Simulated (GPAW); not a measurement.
# Near-edge structure at the Ti K edge of TiB2 (P6/mmm), part 3 of 4

How does the Ti K edge of TiB2 (P6/mmm) move when the bonds are compressed or stretched?

GPAW 26.7.0; X-ray absorption from dipole matrix elements to empty bands, plane-wave PAW PBE.

So far. Step 4 (Spectrum with XCH, Ti atom 1): Main maxima below 30 eV (height): 9.2 eV (1.05), 16.4 eV (2.35) and 26.3 eV (1.17). A K edge sees empty p states. The first eV above the zero hold little dipole weight, as the lowest empty bands are of d character; the main edge, of 4p character, rises through 0.6 near 7 eV above the zero. Step 4 (Spectrum with XCH, Ti atom 1): The total-energy difference is 4983.51 eV.

### Step 6. Spectrum with XCH, Ti atom 1

Shorter bonds are expected to push antibonding states and scattering resonances up, and longer ones down; the cell is scaled to test that.

Changed against the first core-hole run: volume scale from 1 to 0.94.

xas.py reads:

```python
import numpy as np
from ase import Atoms
from ase.parallel import parprint, paropen
from gpaw import GPAW, PW, FermiDirac, Mixer, MixerDif, setup_paths
from gpaw.test import gen
setup_paths.insert(0, '.')
gen('Ti', name='fch1s', xcname='PBE', corehole=(1, 0, 1), write_xml=True)
from gpaw.mpi import world
world.barrier()

atoms = Atoms('Ti6B12',
    cell=[[0, 5.13962216, 0],
     [-4.45104336, -2.56981108, 0],
     [0, 0, 6.32499159]],
    scaled_positions=[[0, 0, 0],
     [0.33333333, 0.66666667, 0],
     [0, 0, 0.5],
     [0.66666667, 0.33333333, 0],
     [0.33333333, 0.66666667, 0.5],
     [0.66666667, 0.33333333, 0.5],
     [0, 0.66666667, 0.25],
     [0.33333333, 0.33333333, 0.25],
     [0, 0.66666667, 0.75],
     [0.66666667, 0, 0.25],
     [0.33333333, 0.33333333, 0.75],
     [0.66666667, 0, 0.75],
     [0.33333333, 0, 0.25],
     [0.66666667, 0.66666667, 0.25],
     [0.33333333, 0, 0.75],
     [0, 0.33333333, 0.25],
     [0.66666667, 0.66666667, 0.75],
     [0, 0.33333333, 0.75]],
    pbc=True)
atoms.calc = calc = GPAW(legacy_gpaw=True, mode=PW(430, force_complex_dtype=True), xc='PBE', setups={0: 'fch1s'},
    kpts={'size': (5, 5, 4), 'gamma': True}, occupations=FermiDirac(0.1),
    charge=-1, mixer=Mixer(0.1, 5, 50), maxiter=150,
    convergence={'density': 0.0001, 'eigenstates': 1e-6}, txt='scf.txt')
energy = atoms.get_potential_energy() + calc.get_reference_energy()
ef = calc.get_fermi_level()
out = dict(energy=energy, fermi=ef, forces=atoms.get_forces().tolist())
parprint(f'all-electron energy {energy:.4f} eV, Fermi level {ef:.4f} eV')
ev = np.array([[calc.get_eigenvalues(k, s) for k in range(len(calc.get_ibz_k_points()))] for s in range(calc.get_number_of_spins())])
out['homo'], out['lumo'], out['counts'] = ev[ev < ef].max(), ev[ev > ef].min(), sorted(set((ev < ef).sum((0, 2)).tolist()))
out['filled'] = (ev[:, 0] < ef).sum(1).tolist()

from ase.units import Ha
from gpaw.xas import dipole_matrix_elements
nb = int(calc.get_number_of_electrons() / 2) + 119
top, nb = nb, nb + 8 + nb // 12
nscf = calc.fixed_density(kpts={'size': (7, 7, 5), 'gamma': True}, nbands=nb,
    convergence={'bands': top, 'eigenstates': 5e-3}, maxiter=60, txt='nscf.txt')
cell = atoms.cell.array
ops = [cell.T @ U.T @ np.linalg.inv(cell.T) for U in nscf.wfs.kd.symmetry.op_scc]
E = np.arange(-6, 34, 0.1)
fwhm = np.interp(E, [4, 25], [0.94, 3.5])
Y, X, zero, highest = 0, 0, 1e9, 1e9
for spin in range(nscf.get_number_of_spins()):
    wfs = nscf.wfs
    mine = wfs.bd.get_slice()  # this rank's bands
    A = dipole_matrix_elements(wfs.setups[0])
    eps = np.zeros((wfs.kd.nibzkpts, nb))
    d = np.zeros((3, A.shape[1], wfs.kd.nibzkpts, nb), complex)
    for kpt in wfs.kpt_u:
        if kpt.s == spin and 0 in kpt.P_ani:
            eps[kpt.k, mine] = kpt.eps_n * Ha
            d[:, :, kpt.k, mine] = (kpt.weight * wfs.nspins / 2) ** 0.5 * np.inner(A, kpt.P_ani[0])
    world.sum(eps)
    world.sum(d)
    T = np.einsum('amkn,bmkn->abkn', d, d.conj()).real
    T = sum(np.einsum('ai,ijkn,bj->abkn', R, T, R) for R in ops) / len(ops)
    empty = eps > ef
    zero, highest = min(zero, eps[empty].min()), min(highest, eps[:, top - 1].min())
    lines = [(eps, T, empty)] if spin == 0 else lines + [(eps, T, empty)]
for eps, T, empty in lines:
    f = np.einsum('aakn->akn', T).reshape(3, -1)
    x = eps.ravel() - zero
    w = np.interp(x, E, fwhm) / 2.35482
    g = np.exp(-0.5 * ((E[:, None] - x) / w) ** 2) / (w * (2 * np.pi) ** 0.5)
    Y = Y + (f * empty.ravel()) @ g.T
    X = X + (f * ~empty.ravel()) @ g.T
out.update(E=E.round(2).tolist(), xas=Y.tolist(), xes=X.tolist(), zero=zero, valid=highest - zero, nk=len(eps), nb=nb)
for i in range(0, len(E), 10):
    parprint(f'{E[i]:7.2f}', *(f'{v:10.3e}' for v in Y[:, i]))
import json
with paropen('out.json', 'w') as f:
    json.dump(out, f)
```

The run is started by

```bash
> OMP_NUM_THREADS=1 mpirun -n 4 gpaw python xas.py
```

Numbers of over 12 decimals in the logs are rounded to 6 here.

Log:

```text
Input parameters:
  charge: -1
  convergence: {density: 0.0001,
                eigenstates: 1e-06}
  kpts: {gamma: True,
         size: (5, 5, 4)}
  maxiter: 150
  mixer: {backend: pulay,
          beta: 0.1,
          method: separate,
          nmaxold: 5,
          weight: 50}
  mode: {ecut: 430.0,
         force_complex_dtype: True,
         name: pw}
  occupations: {fixmagmom: False,
[...]
*d    :     0.343888
--------------------------------

Diagonalizing with gridspacing h=0.050

state   all-electron     PAW
-------------------------------
3s:      -2.998602    -2.998884
3p:      -2.109826    -2.110472
3d:      -0.656112    -0.656704
*f:                   -0.028297
-------------------------------
all-electron energy -142533.0763 eV, Fermi level 12.3745 eV
[...]
32.00  4.227e-07  4.227e-07  2.956e-07
  33.00  3.763e-07  3.763e-07  3.063e-07
[key lines of the parts left out:]
Converged after 17 iterations.
Dipole moment: (-0.000000, -0.000000, 0.000000) |e|*Ang
Free energy:   -150.754032
Fermi level: 12.37454
```

Elapsed: 3.1 min, on 4 MPI ranks of Arm Neoverse V1, shared host; peak memory 0.54 GiB; 13 min of CPU time.

| E (eV) | first run | this run |
| --- | --- | --- |
| -2.0 | 0.00 | 0.00 |
| -1.0 | 0.00 | 0.00 |
| 0.0 | 0.02 | 0.02 |
| 1.0 | 0.10 | 0.09 |
| 2.0 | 0.18 | 0.18 |
| 3.0 | 0.24 | 0.25 |
| 4.0 | 0.31 | 0.32 |
| 5.0 | 0.36 | 0.30 |
| 6.0 | 0.50 | 0.50 |
| 7.0 | 0.53 | 0.51 |
| 8.0 | 0.81 | 0.67 |
| 9.0 | 1.04 | 0.98 |
| 10.0 | 0.97 | 1.08 |
| 11.0 | 0.89 | 0.96 |
| 12.0 | 0.98 | 0.90 |
| 13.0 | 1.36 | 1.07 |
| 14.0 | 1.77 | 1.44 |
| 15.0 | 2.07 | 1.80 |
| 16.0 | 2.31 | 2.09 |
| 17.0 | 2.26 | 2.30 |
| 18.0 | 1.74 | 2.20 |
| 19.0 | 1.11 | 1.69 |
| 20.0 | 0.76 | 1.10 |
| 21.0 | 0.78 | 0.77 |
| 22.0 | 0.96 | 0.80 |
| 23.0 | 1.08 | 0.97 |
| 24.0 | 1.12 | 1.09 |
| 25.0 | 1.15 | 1.13 |
| 26.0 | 1.17 | 1.15 |
| 27.0 | 1.16 | 1.17 |
| 28.0 | 1.09 | 1.16 |
| 29.0 | 0.99 | 1.11 |
| 30.0 | 0.89 | 1.04 |
| 31.0 | 0.81 | 0.95 |
| 32.0 | 0.76 | 0.86 |

The scaled spectrum changes by 17 % r.m.s. A shift of +0.8 eV leaves 4 %. The highest intensity below 24 eV goes from 16.4 eV (2.35) to 17.3 eV (2.31).

The photon energy of the zero moves by -0.20 eV.

### Step 7. Reference energy of the supercell

The cell changes for the next run, so it gets a reference energy of its own.

The cell differs from the one that the last finished run ended in (a 5.140 → 5.194 Å, b 5.140 → 5.194 Å, c 6.325 → 6.392 Å).

scf.py reads:

```python
import numpy as np
from ase import Atoms
from ase.parallel import parprint, paropen
from gpaw import GPAW, PW, FermiDirac, Mixer, MixerDif, setup_paths
from gpaw.test import gen
setup_paths.insert(0, '.')
gen('Ti', name='nch1s', xcname='PBE', corehole=(1, 0, 0), write_xml=True)
from gpaw.mpi import world
world.barrier()

atoms = Atoms('Ti6B12',
    cell=[[0, 5.19372743, 0],
     [-4.49789989, -2.59686371, 0],
     [0, 0, 6.39157534]],
    scaled_positions=[[0, 0, 0],
     [0.33333333, 0.66666667, 0],
     [0, 0, 0.5],
     [0.66666667, 0.33333333, 0],
     [0.33333333, 0.66666667, 0.5],
     [0.66666667, 0.33333333, 0.5],
     [0, 0.66666667, 0.25],
     [0.33333333, 0.33333333, 0.25],
     [0, 0.66666667, 0.75],
     [0.66666667, 0, 0.25],
     [0.33333333, 0.33333333, 0.75],
     [0.66666667, 0, 0.75],
     [0.33333333, 0, 0.25],
     [0.66666667, 0.66666667, 0.25],
     [0.33333333, 0, 0.75],
     [0, 0.33333333, 0.25],
     [0.66666667, 0.66666667, 0.75],
     [0, 0.33333333, 0.75]],
    pbc=True)
atoms.calc = calc = GPAW(legacy_gpaw=True, mode=PW(430, force_complex_dtype=True), xc='PBE', setups={0: 'nch1s'},
    kpts={'size': (5, 5, 4), 'gamma': True}, occupations=FermiDirac(0.1),
    charge=0, mixer=Mixer(0.1, 5, 50), maxiter=150,
    convergence={'density': 0.0001, 'eigenstates': 1e-6}, txt='scf.txt')
energy = atoms.get_potential_energy() + calc.get_reference_energy()
ef = calc.get_fermi_level()
out = dict(energy=energy, fermi=ef, forces=atoms.get_forces().tolist())
parprint(f'all-electron energy {energy:.4f} eV, Fermi level {ef:.4f} eV')
ev = np.array([[calc.get_eigenvalues(k, s) for k in range(len(calc.get_ibz_k_points()))] for s in range(calc.get_number_of_spins())])
out['homo'], out['lumo'], out['counts'] = ev[ev < ef].max(), ev[ev > ef].min(), sorted(set((ev < ef).sum((0, 2)).tolist()))
out['filled'] = (ev[:, 0] < ef).sum(1).tolist()
import json
with paropen('out.json', 'w') as f:
    json.dump(out, f)
```

The run is started by

```bash
> OMP_NUM_THREADS=1 mpirun -n 4 gpaw python scf.py
```

Log:

```text
Input parameters:
  convergence: {density: 0.0001,
                eigenstates: 1e-06}
  kpts: {gamma: True,
         size: (5, 5, 4)}
  maxiter: 150
  mixer: {backend: pulay,
          beta: 0.1,
          method: separate,
          nmaxold: 5,
          weight: 50}
  mode: {ecut: 430.0,
         force_complex_dtype: True,
         name: pw}
  occupations: {fixmagmom: False,
                name: fermi-dirac,
[...]
4s(2) :    -0.164137     0.992018
3p(6) :    -1.428160     0.433832
4p(0) :    -0.053893     0.982293
3d(2) :    -0.156485     0.588344
*d    :     0.843515
--------------------------------

Diagonalizing with gridspacing h=0.050

state   all-electron     PAW
-------------------------------
3s:      -2.301366    -2.301666
3p:      -1.428160    -1.428851
3d:      -0.156485    -0.156983
*f:                    0.063889
-------------------------------
all-electron energy -147516.8011 eV, Fermi level 11.8247 eV
[key lines of the parts left out:]
Converged after 21 iterations.
Dipole moment: (0.000000, 0.000000, 0.000000) |e|*Ang
Free energy:   -138.886916
Fermi level: 11.82471
```

The job ended after 87 s (4 MPI ranks; peak memory 0.33 GiB).

Reference energy: -147516.801 eV with the cores included.

### Step 8. Spectrum with XCH, Ti atom 1

Shorter bonds are expected to push antibonding states and scattering resonances up, and longer ones down; the cell is scaled to test that.

Changed against the first core-hole run: volume scale from 1 to 0.97.

Changes to xas.py since step 6:

```diff
@@ -11,5 +11,5 @@
 atoms = Atoms('Ti6B12',
-    cell=[[0, 5.13962216, 0],
-     [-4.45104336, -2.56981108, 0],
-     [0, 0, 6.32499159]],
+    cell=[[0, 5.19372743, 0],
+     [-4.49789989, -2.59686371, 0],
+     [0, 0, 6.39157534]],
     scaled_positions=[[0, 0, 0],
@@ -47,3 +47,3 @@
 from gpaw.xas import dipole_matrix_elements
-nb = int(calc.get_number_of_electrons() / 2) + 119
+nb = int(calc.get_number_of_electrons() / 2) + 122
 top, nb = nb, nb + 8 + nb // 12
```

The run is started by

```bash
> OMP_NUM_THREADS=1 mpirun -n 4 gpaw python xas.py
```

Log:

```text
Input parameters:
  charge: -1
  convergence: {density: 0.0001,
                eigenstates: 1e-06}
  kpts: {gamma: True,
         size: (5, 5, 4)}
  maxiter: 150
  mixer: {backend: pulay,
          beta: 0.1,
          method: separate,
          nmaxold: 5,
          weight: 50}
  mode: {ecut: 430.0,
         force_complex_dtype: True,
         name: pw}
  occupations: {fixmagmom: False,
[...]
*d    :     0.343888
--------------------------------

Diagonalizing with gridspacing h=0.050

state   all-electron     PAW
-------------------------------
3s:      -2.998602    -2.998884
3p:      -2.109826    -2.110472
3d:      -0.656112    -0.656704
*f:                   -0.028297
-------------------------------
all-electron energy -142533.3838 eV, Fermi level 11.9559 eV
[...]
32.00  3.847e-07  3.847e-07  3.022e-07
  33.00  3.529e-07  3.529e-07  3.116e-07
[key lines of the parts left out:]
Converged after 22 iterations.
Dipole moment: (0.000000, 0.000000, 0.000000) |e|*Ang
Free energy:   -151.063605
Fermi level: 11.95592
```

Run time: 5.2 min. Hardware: 4 MPI ranks; peak memory 0.69 GiB; 21 min of CPU time.

| E (eV) | first run | this run |
| --- | --- | --- |
| -2.0 | 0.00 | 0.00 |
| -1.0 | 0.00 | 0.00 |
| 0.0 | 0.02 | 0.02 |
| 1.0 | 0.10 | 0.09 |
| 2.0 | 0.18 | 0.18 |
| 3.0 | 0.24 | 0.24 |
| 4.0 | 0.31 | 0.32 |
| 5.0 | 0.36 | 0.32 |
| 6.0 | 0.50 | 0.51 |
| 7.0 | 0.53 | 0.51 |
| 8.0 | 0.81 | 0.74 |
| 9.0 | 1.04 | 1.02 |
| 10.0 | 0.97 | 1.03 |
| 11.0 | 0.89 | 0.91 |
| 12.0 | 0.98 | 0.92 |
| 13.0 | 1.36 | 1.20 |
| 14.0 | 1.77 | 1.61 |
| 15.0 | 2.07 | 1.94 |
| 16.0 | 2.31 | 2.21 |
| 17.0 | 2.26 | 2.32 |
| 18.0 | 1.74 | 2.00 |
| 19.0 | 1.11 | 1.38 |
| 20.0 | 0.76 | 0.88 |
| 21.0 | 0.78 | 0.74 |
| 22.0 | 0.96 | 0.88 |
| 23.0 | 1.08 | 1.04 |
| 24.0 | 1.12 | 1.11 |
| 25.0 | 1.15 | 1.13 |
| 26.0 | 1.17 | 1.16 |
| 27.0 | 1.16 | 1.16 |
| 28.0 | 1.09 | 1.14 |
| 29.0 | 0.99 | 1.06 |
| 30.0 | 0.89 | 0.96 |
| 31.0 | 0.81 | 0.87 |
| 32.0 | 0.76 | 0.80 |

The scaled spectrum changes by 8 % r.m.s. The highest intensity below 24 eV goes from 16.4 eV (2.35) to 16.8 eV (2.33).

The photon energy of the zero moves by -0.09 eV.

### Step 9. Supercell without a hole, the energy reference

The cell changes for the next run, so it gets a reference energy of its own.

The cell differs from the one that the last finished run ended in (a 5.194 → 5.299 Å, b 5.194 → 5.299 Å, c 6.392 → 6.521 Å).

Changes to scf.py since step 7:

```diff
@@ -11,5 +11,5 @@
 atoms = Atoms('Ti6B12',
-    cell=[[0, 5.19372743, 0],
-     [-4.49789989, -2.59686371, 0],
-     [0, 0, 6.39157534]],
+    cell=[[0, 5.29867949, 0],
+     [-4.58879104, -2.64933974, 0],
+     [0, 0, 6.52073287]],
     scaled_positions=[[0, 0, 0],
```

The run is started by

```bash
> OMP_NUM_THREADS=1 mpirun -n 4 gpaw python scf.py
```

Log:

```text
Input parameters:
  convergence: {density: 0.0001,
                eigenstates: 1e-06}
  kpts: {gamma: True,
         size: (5, 5, 4)}
  maxiter: 150
  mixer: {backend: pulay,
          beta: 0.1,
          method: separate,
          nmaxold: 5,
          weight: 50}
  mode: {ecut: 430.0,
         force_complex_dtype: True,
         name: pw}
  occupations: {fixmagmom: False,
                name: fermi-dirac,
[...]
4s(2) :    -0.164137     0.992018
3p(6) :    -1.428160     0.433832
4p(0) :    -0.053893     0.982293
3d(2) :    -0.156485     0.588344
*d    :     0.843515
--------------------------------

Diagonalizing with gridspacing h=0.050

state   all-electron     PAW
-------------------------------
3s:      -2.301366    -2.301666
3p:      -1.428160    -1.428851
3d:      -0.156485    -0.156983
*f:                    0.063889
-------------------------------
all-electron energy -147516.8809 eV, Fermi level 11.0748 eV
[key lines of the parts left out:]
Converged after 19 iterations.
Dipole moment: (0.000000, 0.000000, -0.000000) |e|*Ang
Free energy:   -138.969337
Fermi level: 11.07483
```

Run time: 100 s. Hardware: 4 MPI ranks; peak memory 0.34 GiB; 6.6 min of CPU time.

Reference energy: -147516.881 eV with the cores included.

### Step 10. Spectrum with XCH, Ti atom 1

Shorter bonds are expected to push antibonding states and scattering resonances up, and longer ones down; the cell is scaled to test that.

Changed against the first core-hole run: volume scale from 1 to 1.03.

Changes to xas.py since step 8:

```diff
@@ -11,5 +11,5 @@
 atoms = Atoms('Ti6B12',
-    cell=[[0, 5.19372743, 0],
-     [-4.49789989, -2.59686371, 0],
-     [0, 0, 6.39157534]],
+    cell=[[0, 5.29867949, 0],
+     [-4.58879104, -2.64933974, 0],
+     [0, 0, 6.52073287]],
     scaled_positions=[[0, 0, 0],
@@ -47,3 +47,3 @@
 from gpaw.xas import dipole_matrix_elements
-nb = int(calc.get_number_of_electrons() / 2) + 122
+nb = int(calc.get_number_of_electrons() / 2) + 127
 top, nb = nb, nb + 8 + nb // 12
```

The run is started by

```bash
> OMP_NUM_THREADS=1 mpirun -n 4 gpaw python xas.py
```

Log:

```text
Input parameters:
  charge: -1
  convergence: {density: 0.0001,
                eigenstates: 1e-06}
  kpts: {gamma: True,
         size: (5, 5, 4)}
  maxiter: 150
  mixer: {backend: pulay,
          beta: 0.1,
          method: separate,
          nmaxold: 5,
          weight: 50}
  mode: {ecut: 430.0,
         force_complex_dtype: True,
         name: pw}
  occupations: {fixmagmom: False,
[...]
*d    :     0.343888
--------------------------------

Diagonalizing with gridspacing h=0.050

state   all-electron     PAW
-------------------------------
3s:      -2.998602    -2.998884
3p:      -2.109826    -2.110472
3d:      -0.656112    -0.656704
*f:                   -0.028297
-------------------------------
all-electron energy -142533.2812 eV, Fermi level 11.1769 eV
[...]
32.00  3.469e-07  3.468e-07  3.046e-07
  33.00  3.522e-07  3.522e-07  2.904e-07
[key lines of the parts left out:]
Converged after 28 iterations.
Dipole moment: (0.000000, 0.000000, -0.000000) |e|*Ang
Free energy:   -150.965488
Fermi level: 11.17691
```

Elapsed: 6.8 min, on 4 MPI ranks; peak memory 0.73 GiB; 27 min of CPU time.

| E (eV) | first run | this run |
| --- | --- | --- |
| -2.0 | 0.00 | 0.00 |
| -1.0 | 0.00 | 0.00 |
| 0.0 | 0.02 | 0.02 |
| 1.0 | 0.10 | 0.10 |
| 2.0 | 0.18 | 0.19 |
| 3.0 | 0.24 | 0.24 |
| 4.0 | 0.31 | 0.30 |
| 5.0 | 0.36 | 0.39 |
| 6.0 | 0.50 | 0.48 |
| 7.0 | 0.53 | 0.57 |
| 8.0 | 0.81 | 0.87 |
| 9.0 | 1.04 | 1.04 |
| 10.0 | 0.97 | 0.92 |
| 11.0 | 0.89 | 0.88 |
| 12.0 | 0.98 | 1.08 |
| 13.0 | 1.36 | 1.53 |
| 14.0 | 1.77 | 1.92 |
| 15.0 | 2.07 | 2.20 |
| 16.0 | 2.31 | 2.38 |
| 17.0 | 2.26 | 2.11 |
| 18.0 | 1.74 | 1.46 |
| 19.0 | 1.11 | 0.90 |
| 20.0 | 0.76 | 0.72 |
| 21.0 | 0.78 | 0.85 |
| 22.0 | 0.96 | 1.02 |
| 23.0 | 1.08 | 1.10 |
| 24.0 | 1.12 | 1.14 |
| 25.0 | 1.15 | 1.16 |
| 26.0 | 1.17 | 1.17 |
| 27.0 | 1.16 | 1.13 |
| 28.0 | 1.09 | 1.03 |
| 29.0 | 0.99 | 0.92 |
| 30.0 | 0.89 | 0.83 |
| 31.0 | 0.81 | 0.77 |
| 32.0 | 0.76 | 0.74 |

The scaled spectrum changes by 8 % r.m.s. The highest intensity below 24 eV goes from 16.4 eV (2.35) to 16.0 eV (2.38).

The photon energy of the zero moves by +0.09 eV.

### Step 11. Supercell without a hole, the energy reference

The cell changes for the next run, so it gets a reference energy of its own.

The cell differs from the one that the last finished run ended in (a 5.299 → 5.350 Å, b 5.299 → 5.350 Å, c 6.521 → 6.583 Å).

Changes to scf.py since step 9:

```diff
@@ -11,5 +11,5 @@
 atoms = Atoms('Ti6B12',
-    cell=[[0, 5.29867949, 0],
-     [-4.58879104, -2.64933974, 0],
-     [0, 0, 6.52073287]],
+    cell=[[0, 5.34963146, 0],
+     [-4.63291674, -2.67481573, 0],
+     [0, 0, 6.58343607]],
     scaled_positions=[[0, 0, 0],
```

The run is started by

```bash
> OMP_NUM_THREADS=1 mpirun -n 4 gpaw python scf.py
```

Log:

```text
Input parameters:
  convergence: {density: 0.0001,
                eigenstates: 1e-06}
  kpts: {gamma: True,
         size: (5, 5, 4)}
  maxiter: 150
  mixer: {backend: pulay,
          beta: 0.1,
          method: separate,
          nmaxold: 5,
          weight: 50}
  mode: {ecut: 430.0,
         force_complex_dtype: True,
         name: pw}
  occupations: {fixmagmom: False,
                name: fermi-dirac,
[...]
4s(2) :    -0.164137     0.992018
3p(6) :    -1.428160     0.433832
4p(0) :    -0.053893     0.982293
3d(2) :    -0.156485     0.588344
*d    :     0.843515
--------------------------------

Diagonalizing with gridspacing h=0.050

state   all-electron     PAW
-------------------------------
3s:      -2.301366    -2.301666
3p:      -1.428160    -1.428851
3d:      -0.156485    -0.156983
*f:                    0.063889
-------------------------------
all-electron energy -147516.6134 eV, Fermi level 10.7257 eV
[key lines of the parts left out:]
Converged after 16 iterations.
Dipole moment: (0.000000, -0.000000, -0.000000) |e|*Ang
Free energy:   -138.703205
Fermi level: 10.72573
```

Elapsed: 66 s, on 4 MPI ranks; peak memory 0.32 GiB; 4.4 min of CPU time.

Reference energy: -147516.613 eV with the cores included.

(Continued in part 4 of 4.)

[Banner, clock and machine lines of the logs are left out without a mark of their own.]

[Logs are printed without paths, hosts, clocks, repeated set-up lines and the standing remarks that a program may print on its own settings, such as how far it seeks lower states.]

[Hosts, paths, dates, database ids (printed as entryN), source tags and the programs' standing remarks are cut or masked in the printed files.]

[Lists of maxima count a maximum above −3 eV only where it reaches 4 % of the highest in the window and stands out from its surroundings by 2 % of it (1.5 % where it reaches 55 %); shoulders and weaker maxima are passed over, and of the rest the first, up to two pre-edge ones and the few strongest are named.]
